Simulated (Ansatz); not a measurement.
## YFeRu: relaxing a made-up structure

This structure for YFeRu is made up. Its elements were placed in a known structure type with a cell scaled to their sizes. What cell does the guess relax to, and how far off was it?

Program: Ansatz 0.2.0. Level of theory: DFT, PBE, plane-wave PAW, files of the set soft_1, scalar-relativistic, ferromagnetic start, cell and ions relaxed at zero pressure; PAW set soft_1, in the first sound run; inputs show where later runs differ. Results are calculated unless marked as measured.

### 1. Starting point

It takes space group Imma (No. 74, orthorhombic). The conventional cell has a = 5.011 Å, b = 5.165 Å, c = 7.095 Å, α = 90.00°, β = 90.00°, γ = 90.00°. Nearest to Ru lie 4 Fe at 2.53 Å and 2 Ru at 2.58 Å and 6 Y at 2.95 to 2.96 Å. Y has 6 Fe at 2.94 to 3.01 Å and 6 Ru at 2.95 to 2.96 Å and 4 Y at 3.08 to 3.13 Å nearest. Nearest to Fe lie 2 Fe at 2.51 Å and 4 Ru at 2.53 Å and 6 Y at 2.94 to 3.01 Å. Farther neighbours are not listed.

### 2. Relaxation of the guess

The guess takes its coordinates from another compound and its volume from a rule, so the cell and any free coordinates are relaxed together.

The input, input.yaml:

```yaml
crystal:
  lattice:
    - [-2.5055, 2.5825, 3.5475]
    - [2.5055, -2.5825, 3.5475]
    - [2.5055, 2.5825, -3.5475]
  atoms:
    - { symbol: Ru, position: [0.5, 0.5, 0.0], spin: 1.0 }
    - { symbol: Ru, position: [0.0, 0.5, 0.5], spin: 1.0 }
    - { symbol: "Y", position: [0.8741, 0.1241, 0.75] }
    - { symbol: "Y", position: [0.1259, 0.8759, 0.25] }
    - { symbol: Fe, position: [0.5, 0.5, 0.5], spin: 3.0 }
    - { symbol: Fe, position: [0.5, 0.0, 0.0], spin: 3.0 }
magnetization:
  spin_polarized: true
kpoints:
  mp_grid: { grid: [7, 7, 7] }
scf:
  occupations: { method: fermi_dirac, width: 0.05 }
hamiltonian:
  xc: pbe
  pseudopotentials: { kind: paw, azcp: { folder: soft_1 } }
relax:
  f_tol: 0.015
  max_steps: 70
  cell: {}
output:
  forces: true
  stress: true
```

Launch:

```console
> ansatz run input.yaml --threads 4 --pin off --max-ram 10240MiB --backend cpu --events-out ev --progress --plain --runs-dir out
```

Numbers of over 12 decimals in the logs are rounded to 6 here.

The program printed:

```text
Engine: ansatz 0.2.0, aarch64-unknown-linux-gnu
Pseudopotentials: kind: paw
Pseudopotential: Ru, paw, valence charge 16, recommended cutoff 420 eV (normal), soft_1/Ru.paw.azcp
Pseudopotential: Y, paw, valence charge 11, recommended cutoff 420 eV (normal), soft_1/Y.paw.azcp
Pseudopotential: Fe, paw, valence charge 16, recommended cutoff 420 eV (normal), soft_1/Fe.paw.azcp
Functional definition: PBE
  parameter kappa = 0.804
  parameter beta = 0.066725
  exchange = pbe_x(kappa = kappa, mu = beta*pi^2/3)
  correlation = pbe_c(beta = beta)
Crystal: 6 atoms, lattice volume = 91.816 Å³
Basis set: ecut = 420 eV, 1831 PW (Γ), exchange–correlation on 72×72×72 points (8 copies of the dense FFT grid, shifted against one another)
Bands: 57, of which v1, the nominal top of the filled ones, is band 43 counted from 1 (42 counted from 0)
Symmetry: 8 space group operations
Space group: Imma (ITA 74), of the structure as read, at distance tolerance 4.5e-5 Å
Magnetic group: BNS 74.554 (UNI 652), of the structure as read, at distance tolerance 4.5e-5 Å
k-points: 64 of 343
Non-local potential: Ru, projectors of the file, l = 0: 3, l = 1: 2, l = 2: 2, l = 3: 1
Non-local potential: Y, projectors of the file, l = 0: 3, l = 1: 2, l = 2: 2, l = 3: 1
Non-local potential: Fe, projectors of the file, l = 0: 3, l = 1: 2, l = 2: 3, l = 3: 1
PAW form: soft (Blöchl's): semilocal exchange-correlation on the pseudo side does not see the compensation charge
PAW one-centre angular grid: Ru, 590 points (default); XC on 64 Gauss nodes
PAW one-centre angular grid: Y, 590 points (default); XC on 64 Gauss nodes
PAW one-centre angular grid: Fe, 590 points (default); XC on 64 Gauss nodes
Initial density: superposition of atomic densities (chi_scale 0.1, normalization cell, long waves kept (reshape's long-wave potential 0.00 eV rms))
Starting moments: Σ|m| = 8 μB on 4 of 6 sites
Initial wavefunctions: pseudopotential atomic-orbital guess
Functional: x = pbe(κ = 0.804, μ = 0.219515), c = pbe(β = 0.066725)
SCF iter   1: F=—  HF=-28422.090733 eV  |F-HF|=—  |Δ(HF+E_count)|=         —  Δρ=9.69e-2 (↑9.69e-2 ↓7.66e-2)  dr2=4.79e1  dr2_m=3.09e-1  M=5.607 μB ∫|m|=6.771 μB  β_m=0.30  ethr=3.10e-3  ⟨swp⟩=5.8  Hψ=23184  notcnv=0  defer=33
Mixer restart at iter 1: flushing history
preconditioner: auto → Kerker (q_TF=auto, 2.699 Å⁻¹)  [metal: Δε(μ)=0.012 eV  Ē_g=10.265 eV  σ=0.050 eV  W_gap=0.06  n_scr=26 (ndim 8)  ℏωp=27.4 eV  f_vac=0.000  D(μ)=4.95/eV (n_scr^D=58)]
spin=Collinear: Kerker preconditioning applied to the charge; magnetization (m = ρ↑ − ρ↓) channel mixes plain (no charge-response kernel on spin).
SCF iter   2: F=—  HF=-28417.318755 eV  |F-HF|=—  |Δ(HF+E_count)|=    4.77e0  Δρ=5.48e-2 (↑5.48e-2 ↓4.60e-2)  dr2=1.73e1  dr2_m=1.84e-1  M=5.361 μB ∫|m|=6.678 μB  β_m=0.48  ethr=3.10e-3  ⟨swp⟩=3.0  Hψ=14465  notcnv=0  defer=471
SCF iter   3: F=—  HF=-28415.527177 eV  |F-HF|=—  |Δ(HF+E_count)|=    1.79e0  Δρ=2.49e-2 (↑2.49e-2 ↓1.50e-2)  dr2=4.36e-1  dr2_m=1.83e-1  M=4.823 μB ∫|m|=6.244 μB  β_m=0.48  ethr=3.10e-3  ⟨swp⟩=3.8  Hψ=16497  notcnv=0  defer=480
SCF iter   4: F=—  HF=-28415.847539 eV  |F-HF|=—  |Δ(HF+E_count)|=   3.20e-1  Δρ=1.80e-2 (↑8.12e-3 ↓1.80e-2)  dr2=4.60e-1  dr2_m=8.50e-2  M=4.674 μB ∫|m|=6.106 μB  β_m=0.68  ethr=5.07e-4  ⟨swp⟩=2.7  Hψ=15199  notcnv=0  defer=450
SCF iter   5: F=—  HF=-28416.462740 eV  |F-HF|=—  |Δ(HF+E_count)|=   6.15e-1  Δρ=7.93e-3 (↑7.05e-3 ↓7.93e-3)  dr2=7.84e-2  dr2_m=3.93e-2  M=4.324 μB ∫|m|=5.741 μB  β_m=0.84  ethr=5.07e-4  ⟨swp⟩=2.1  Hψ=12870  notcnv=0  defer=450
SCF iter   6: F=—  HF=-28416.564332 eV  |F-HF|=—  |Δ(HF+E_count)|=         —  Δρ=1.00e-2 (↑1.00e-2 ↓6.00e-3)  dr2=1.60e-2  dr2_m=5.28e-2  M=3.747 μB ∫|m|=5.084 μB  β_m=0.84  ethr=9.11e-5  ⟨swp⟩=2.5  Hψ=12085  notcnv=0  defer=442
Mixer restart at iter 6: flushing history
SCF iter   7: F=—  HF=-28416.562646 eV  |F-HF|=—  |Δ(HF+E_count)|=   1.69e-3  Δρ=5.17e-3 (↑2.16e-3 ↓5.17e-3)  dr2=3.58e-2  dr2_m=3.95e-3  M=3.716 μB ∫|m|=5.004 μB  β_m=0.88  ethr=1.86e-5  ⟨swp⟩=2.1  Hψ=14519  notcnv=0  defer=434
SCF iter   8: F=—  HF=-28416.571323 eV  |F-HF|=—  |Δ(HF+E_count)|=   8.68e-3  Δρ=7.41e-3 (↑7.41e-3 ↓1.79e-3)  dr2=5.03e-2  dr2_m=8.12e-3  M=3.639 μB ∫|m|=4.898 μB  β_m=0.72  ethr=1.86e-5  ⟨swp⟩=2.2  Hψ=14575  notcnv=0  defer=420
SCF iter   9: F=—  HF=-28416.558857 eV  |F-HF|=—  |Δ(HF+E_count)|=   1.25e-2  Δρ=4.02e-4 (↑4.02e-4 ↓2.64e-4)  dr2=2.29e-4  dr2_m=3.41e-5  M=3.649 μB ∫|m|=4.885 μB  β_m=0.86  ethr=1.86e-5  ⟨swp⟩=2.0  Hψ=14698  notcnv=0  defer=420
SCF iter  10: F=—  HF=-28416.559061 eV  |F-HF|=—  |Δ(HF+E_count)|=   2.04e-4  Δρ=2.31e-4 (↑2.31e-4 ↓1.86e-4)  dr2=1.18e-4  dr2_m=4.55e-6  M=3.650 μB ∫|m|=4.879 μB  β_m=0.93  ethr=2.66e-7  ⟨swp⟩=2.0  Hψ=11673  notcnv=0  defer=420
SCF iter  11: F=—  HF=-28416.559074 eV  |F-HF|=—  |Δ(HF+E_count)|=   1.36e-5  Δρ=5.55e-5 (↑2.62e-5 ↓5.55e-5)  dr2=6.70e-6  dr2_m=4.95e-7  M=3.651 μB ∫|m|=4.879 μB  β_m=0.96  ethr=1.37e-7  ⟨swp⟩=2.0  Hψ=9353  notcnv=0  defer=420
SCF iter  12: F=—  HF=-28416.559075 eV  |F-HF|=—  |Δ(HF+E_count)|=   1.12e-6  Δρ=2.00e-5 (↑1.75e-5 ↓2.00e-5)  dr2=7.85e-7  dr2_m=9.72e-8  M=3.651 μB ∫|m|=4.879 μB  β_m=0.98  ethr=7.79e-9  ⟨swp⟩=2.0  Hψ=9802  notcnv=0  defer=420
SCF iter  13: F=—  HF=-28416.559076 eV  |F-HF|=—  |Δ(HF+E_count)|=   1.37e-7  Δρ=8.41e-6 (↑6.72e-6 ↓8.41e-6)  dr2=1.45e-7  dr2_m=7.27e-9  M=3.651 μB ∫|m|=4.878 μB  β_m=0.99  ethr=9.13e-10  ⟨swp⟩=2.2  Hψ=9728  notcnv=0  defer=420
SCF iter  14: F=—  HF=-28416.559076 eV  |F-HF|=—  |Δ(HF+E_count)|=   2.07e-9  Δρ=1.97e-6 (↑1.62e-6 ↓1.97e-6)  dr2=1.46e-8  dr2_m=6.82e-10  M=3.651 μB ∫|m|=4.878 μB  β_m=1.00  ethr=1.68e-10  ⟨swp⟩=2.0  Hψ=8996  notcnv=0  defer=420
SCF iter  15: F=-28416.559076 eV  HF=-28416.559076 eV  |F-HF|=2.52e-9  |Δ(HF+E_count)|=  7.79e-10  Δρ=1.01e-6 (↑6.40e-7 ↓1.01e-6)  dr2=2.79e-9  dr2_m=5.91e-11  M=3.651 μB ∫|m|=4.878 μB  ethr=1.70e-11  ⟨swp⟩=2.0  Hψ=17830  notcnv=0
SCF 1 converged in 15 iterations: F = -28416.559076 eV  dr2 = 2.79e-9
  greatest PAW one-centre occupation: 1.000 electrons in one spin orbital (limit 2), on the Fe atom at site 5 (counted from 0), in its partial waves of l = 1
relax step   1: F+E_penalty+E_count = -28416.55907559 eV  Δ(F+E_penalty+E_count) = +0.000e0 eV  max|allowed force component| = 7.090e-2 eV/Å  Δτ_max = 0.0000 Å  P = +18.409 GPa  Ω = 91.816 Å³  (15 SCF iters, dr2 threshold 1.00e-7 eV, accepted)
Crystal: 6 atoms, lattice volume = 103.305 Å³
Basis set: ecut = 420 eV, 2009 PW (Γ), exchange–correlation on 72×72×72 points (8 copies of the dense FFT grid, shifted against one another)
[...]
relax step   3: F+E_penalty+E_count = -28417.11489673 eV  Δ(F+E_penalty+E_count) = -3.493e-3 eV  max|allowed force component| = 3.018e-2 eV/Å  Δτ_max = 0.0047 Å  P = -0.186 GPa  Ω = 102.660 Å³  energy of the carried Pulay correction = -7.788e-3 eV  (9 SCF iters, dr2 threshold 6.00e-7 eV, accepted)
[...]
relax step   4: F+E_penalty+E_count = -28417.11537861 eV  Δ(F+E_penalty+E_count) = -4.819e-4 eV  max|allowed force component| = 1.559e-2 eV/Å  Δτ_max = 0.0043 Å  P = +0.101 GPa  Ω = 102.441 Å³  energy of the carried Pulay correction = -7.639e-3 eV  (9 SCF iters, dr2 threshold 3.09e-7 eV, accepted)
[...]
relax step   5: F+E_penalty+E_count = -28417.11544388 eV  Δ(F+E_penalty+E_count) = -6.527e-5 eV  max|allowed force component| = 3.261e-4 eV/Å  Δτ_max = 0.0012 Å  P = +0.052 GPa  Ω = 102.486 Å³  energy of the carried Pulay correction = -7.670e-3 eV  (8 SCF iters, dr2 threshold 8.58e-8 eV, accepted)
[...]
relax step   6: F+E_penalty+E_count = -28417.11544044 eV  Δ(F+E_penalty+E_count) = +3.438e-6 eV  max|allowed force component| = 5.066e-4 eV/Å  Δτ_max = 0.0001 Å  P = -0.001 GPa  Ω = 102.532 Å³  energy of the carried Pulay correction = -7.701e-3 eV  (9 SCF iters, dr2 threshold 2.65e-8 eV, accepted)
[...]
relax step   7: F+E_penalty+E_count = -28417.12409161 eV  Δ(F+E_penalty+E_count) = -8.651e-3 eV  max|allowed force component| = 3.651e-4 eV/Å  Δτ_max = 0.0000 Å  P = +0.056 GPa  Ω = 102.532 Å³  stress off target by 7.34e-2 GPa  SCF on the basis re-selected at this cell (its energy is not comparable with the rows above)  (12 SCF iters)
[...]
relax step   8: F+E_penalty+E_count = -28417.12407475 eV  Δ(F+E_penalty+E_count) = +1.686e-5 eV  max|allowed force component| = 7.231e-4 eV/Å  Δτ_max = 0.0000 Å  P = -0.000 GPa  Ω = 102.577 Å³  energy of the carried Pulay correction = -2.732e-5 eV  (9 SCF iters, dr2 threshold 1.35e-8 eV, accepted)
iter 1 solved again at ethr=4.54e-8 eV; its pass at ethr=3.10e-3 eV (dr2=3.90e-5 eV) is discarded
SCF iter   1: F=—  HF=-28417.124106 eV  |F-HF|=—  |Δ(HF+E_count)|=         —  Δρ=1.06e-6 (↑1.06e-6 ↓1.02e-6)  dr2=3.13e-9  dr2_m=3.71e-11  M=4.341 μB ∫|m|=5.965 μB  β_m=0.65  ethr=4.54e-8  ⟨swp⟩=4.1  Hψ=43338  notcnv=0
eigensolver tolerance schedule: the retry pair's looser diagonalisation over-reported the residual by 12461.18 of it (diagonalisation noise at 0.22 of the residual, at the tolerance the schedule requests for it); recorded, not acted on — ethr = c·dr2/N_el stays at c = 1.0e-1
preconditioner: auto → Kerker (q_TF=auto, 2.157 Å⁻¹)  [metal: Δε(μ)=0.003 eV  Ē_g=9.564 eV  σ=0.050 eV  W_gap=0.02  n_scr=14 (ndim 8)  ℏωp=25.9 eV  f_vac=0.000  D(μ)=6.28/eV (n_scr^D=58)]
spin=Collinear: Kerker preconditioning applied to the charge; magnetization (m = ρ↑ − ρ↓) channel mixes plain (no charge-response kernel on spin).
SCF iter   2: F=—  HF=-28417.124106 eV  |F-HF|=—  |Δ(HF+E_count)|=   4.21e-7  Δρ=1.12e-6 (↑1.12e-6 ↓4.58e-7)  dr2=4.27e-10  dr2_m=4.51e-10  M=4.341 μB ∫|m|=5.965 μB  β_m=0.43  ethr=3.64e-12  ⟨swp⟩=3.0  Hψ=16450  notcnv=0
SCF iter   3: F=—  HF=-28417.124106 eV  |F-HF|=—  |Δ(HF+E_count)|=  1.31e-10  Δρ=3.08e-7 (↑1.73e-7 ↓3.08e-7)  dr2=1.01e-10  dr2_m=2.65e-11  M=4.341 μB ∫|m|=5.965 μB  β_m=0.53  ethr=1.00e-12  ⟨swp⟩=2.1  Hψ=12710  notcnv=0
SCF iter   4: F=—  HF=-28417.124106 eV  |F-HF|=—  |Δ(HF+E_count)|=  1.53e-10  Δρ=9.92e-8 (↑5.49e-8 ↓9.92e-8)  dr2=3.39e-11  dr2_m=1.24e-12  M=4.341 μB ∫|m|=5.965 μB  β_m=0.61  ethr=1.00e-12  ⟨swp⟩=1.0  Hψ=7296  notcnv=0
SCF iter   5: F=—  HF=-28417.124106 eV  |F-HF|=—  |Δ(HF+E_count)|=  1.06e-10  Δρ=1.42e-7 (↑3.85e-8 ↓1.42e-7)  dr2=4.71e-11  dr2_m=3.65e-12  M=4.341 μB ∫|m|=5.965 μB  β_m=0.80  ethr=1.00e-12  ⟨swp⟩=1.0  Hψ=7296  notcnv=0
SCF iter   6: F=—  HF=-28417.124106 eV  |F-HF|=—  |Δ(HF+E_count)|=  1.53e-10  Δρ=1.37e-7 (↑1.37e-7 ↓1.03e-7)  dr2=1.28e-11  dr2_m=1.17e-11  M=4.341 μB ∫|m|=5.965 μB  β_m=0.90  ethr=1.00e-12  ⟨swp⟩=1.8  Hψ=8106  notcnv=0
SCF iter   7: F=—  HF=-28417.124106 eV  |F-HF|=—  |Δ(HF+E_count)|=  1.82e-11  Δρ=4.01e-8 (↑4.01e-8 ↓2.67e-8)  dr2=5.37e-12  dr2_m=8.98e-14  M=4.341 μB ∫|m|=5.965 μB  β_m=0.80  ethr=1.00e-12  ⟨swp⟩=1.6  Hψ=8628  notcnv=0
SCF iter   8: F=-28417.124106 eV  HF=-28417.124106 eV  |F-HF|=7.28e-12  |Δ(HF+E_count)|=  1.46e-11  Δρ=3.77e-8 (↑1.30e-8 ↓3.77e-8)  dr2=3.50e-12  dr2_m=1.59e-13  M=4.341 μB ∫|m|=5.965 μB  ethr=1.00e-12  ⟨swp⟩=2.1  Hψ=20626  notcnv=0
SCF 9 converged in 8 iterations: F = -28417.124106 eV  dr2 = 3.50e-12
relax step   9: F+E_penalty+E_count = -28417.12410565 eV  Δ(F+E_penalty+E_count) = -3.090e-5 eV  max|allowed force component| = 7.288e-4 eV/Å  Δτ_max = 0.0000 Å  P = -0.000 GPa  Ω = 102.577 Å³  stress off target by 1.67e-2 GPa  SCF on the basis re-selected at this cell (its energy is not comparable with the rows above)  (8 SCF iters)
basis re-selected at this cell: Δ(F+E_penalty+E_count) = -3.090e-5 eV, ΔP = -0.000 GPa vs the last step (what re-selecting the basis moved, of the pressure what is left beyond the Pulay correction that the steps carried, after the strain that the cell walked since its last selection, with what the two solves' SCF thresholds leave and, on support functions, any second-order correction that the steps lacked; it is no m [...]
SCF converged after 8 iterations
Magnetization: 4.3406 μB (45.1703 up, 40.8297 down)
Absolute magnetization: 5.9670 μB (∫|ρ↑−ρ↓|, with the PAW one-centre terms)
Spin contamination: 0.5550 ħ² per cell (⟨S²⟩ above its minimum at these occupations)
Per-site moments (μB) at R_I (Å): [(0.289495, 1.082528), (0.289495, 1.082528), (-0.172632, 1.258920), (-0.172632, 1.258920), (2.253366, 1.063772), (2.253366, 1.063772)]
Free energy (F): -28417.124106 eV
Harris-Foulkes:  -28417.124106 eV  (|F-HF|=7.28e-12)
Internal energy: -28417.073433 eV  (E = F + TS)
E sigma→0 (E₀):  -28417.098770 eV
Entropy (-TS):   -0.050672 eV (-8.445 meV/atom)
Fermi energy:    16.221564 eV
--- Per-component energies (eV) ---
  E_band       = -897.917813
  E_kinetic    = 2215.063564
  E_local      = -9762.962210  (includes V_loc(G=0)·N_el)
  E_nonlocal   = 1461.295389
  E_hartree    = 3808.315328
  E_xc         = -919.892683
  E_vxc        = -1126.864682  (∫ρ·V_xc dr)
  E_paw        = -15399.443460  (= ΣΔE_a)
  E_vpaw       = -1301.079986  (= ΣTr[D̂ρ^β])
  E_aug_tail   = -0.000724  (compensation charges beyond the density's cutoff)
  E_ewald      = -9819.448638
  E_smearing   = -0.050672  (= −TS)
  E_closure    = -0.000000  (closes the sum)
  Σ components = -28417.124106   (vs F -28417.124106, Δ=0.00e0)
--- Forces (eV/Å), atoms counted from 1 ---
  atom   1  Ru     0.00000000     0.00000000     0.00000000
  atom   2  Ru     0.00000000     0.00000000     0.00000000
  atom   3  Y      0.00000000     0.00000000    -0.00072878
  atom   4  Y      0.00000000     0.00000000     0.00072878
  atom   5  Fe     0.00000000     0.00000000    -0.00000000
  atom   6  Fe     0.00000000     0.00000000    -0.00000000
  max |Σ_I F_I| component: 2.02e-28 eV/Å
--- Stress (GPa, compression-positive) ---
       -0.016710       0.000000       0.000000
        0.000000       0.007818       0.000000
        0.000000       0.000000       0.008040
  P = ⅓ Tr σ = -0.0003 GPa (-0.003 kbar)
--- Relaxed structure (7 steps of the walk, 7 accepted, 2 SCFs on fresh bases) ---
  F+E_penalty+E_count = -28417.12410565 eV   max|allowed force component| = 7.288e-4 eV/Å   (the final SCF, on the basis selected at the relaxed cell)
  cell:  # Å, volume = 102.5772 Å³
    - [-2.578842, 2.690860, 3.695517]
    - [2.578842, -2.690860, 3.695517]
    - [2.578842, 2.690860, -3.695517]
  atoms:
    - { symbol: Ru, position: [0.500000, 0.500000, 0] }
    - { symbol: Ru, position: [0, 0.5, 0.5] }
    - { symbol: Y, position: [0.875008, 0.125008, 0.75] }
    - { symbol: Y, position: [0.124992, 0.874992, 0.25] }
    - { symbol: Fe, position: [0.500000, 0.5, 0.5] }
    - { symbol: Fe, position: [0.500000, -2.7755575615628914e-17, -2.7755575615628914e-17] }
```

The job ended after 2 min (4 threads of Arm Neoverse V1, shared host; peak memory 0.85 GiB; 7.9 min of CPU time).

Step by step:

| step | energy less that of the first step (eV) | largest force component (eV/Å) | pressure (GPa) | volume (Å³) |
| --- | --- | --- | --- | --- |
| 1 | 0.0000 | 0.0709 | 18.41 | 91.82 |
| 2 | -0.5523 | 0.0262 | -1.00 | 103.31 |
| 3 | -0.5558 | 0.0302 | -0.19 | 102.66 |
| 4 | -0.5563 | 0.0156 | 0.10 | 102.44 |
| 5 | -0.5564 | 0.0003 | 0.05 | 102.49 |
| 6 | -0.5564 | 0.0005 | 0.00 | 102.53 |
| 7* | -0.5650 | 0.0004 | 0.06 | 102.53 |
| 8 | -0.5650 | 0.0007 | 0.00 | 102.58 |
| 9* | -0.5650 | 0.0007 | 0.00 | 102.58 |

Relaxation steps marked * repeat the geometry before them on a plane-wave basis chosen anew for their cell, so energy and pressure can jump there.

Forces are held to the 8 operations that the run works with; a distortion that breaks them can't arise in this run.

| conventional cell, symmetrised | before | after | change |
| --- | --- | --- | --- |
| a (Å) | 5.011 | 5.158 | +2.9 % |
| b (Å) | 5.165 | 5.382 | +4.2 % |
| c (Å) | 7.095 | 7.391 | +4.2 % |
| volume (Å³/atom) | 15.30 | 17.10 | +11.7 % |

The relaxed structure:

```xyz
6
Lattice="-2.5788 2.6909 3.6955 2.5788 -2.6909 3.6955 2.5788 2.6909 -3.6955" Properties=species:S:1:pos:R:3 pbc="T T T"
Ru    0.0000    0.0000    3.6955
Ru    2.5788    0.0000    0.0000
Y     0.0000    4.0363    0.9239
Y     2.5788   -1.3454    2.7716
Fe    1.2894    1.3454    1.8478
Fe   -1.2894    1.3454    1.8478
```

This step gave:

- free energy: -28417.1241 eV
- energy at zero smearing: -28417.0988 eV
- smearing term TS: 0.05067 eV
- Fermi energy: 16.22 eV
- magnetization: 4.341 μB
- absolute magnetization: 5.967 μB
- site moments: 0.2895, 0.2895, -0.1726, -0.1726, 2.253, 2.253 μB
- electrons: 86
- symmetry operations: 8
- pressure: -2.84e-4 GPa

Site moment by atom:

| atom | site moment (μB) |
| --- | --- |
| Ru1 | 0.29 |
| Ru2 | 0.29 |
| Y3 | -0.17 |
| Y4 | -0.17 |
| Fe5 | 2.25 |
| Fe6 | 2.25 |

The shortest distance of each pair, which need not be the same contact before and after:

| pair | guess (Å) | relaxed (Å) |
| --- | --- | --- |
| Fe–Fe | 2.506 | 2.579 |
| Fe–Ru | 2.526 | 2.624 |
| Ru–Ru | 2.583 | 2.691 |
| Ru–Y | 2.953 | 3.052 |
| Fe–Y | 2.935 | 3.057 |

The relaxation ends with a largest force component of 7.3e-4 eV/Å and a pressure of 0.00 GPa.

(Continued in part 2 of 2.)

[Logs are printed without paths, hosts, clocks, repeated set-up lines and the standing remarks that a program may print on its own settings, such as how far it seeks lower states.]

[Hosts, paths, dates, database ids (printed as entryN), source tags and the programs' standing remarks are cut or masked in the printed files.]
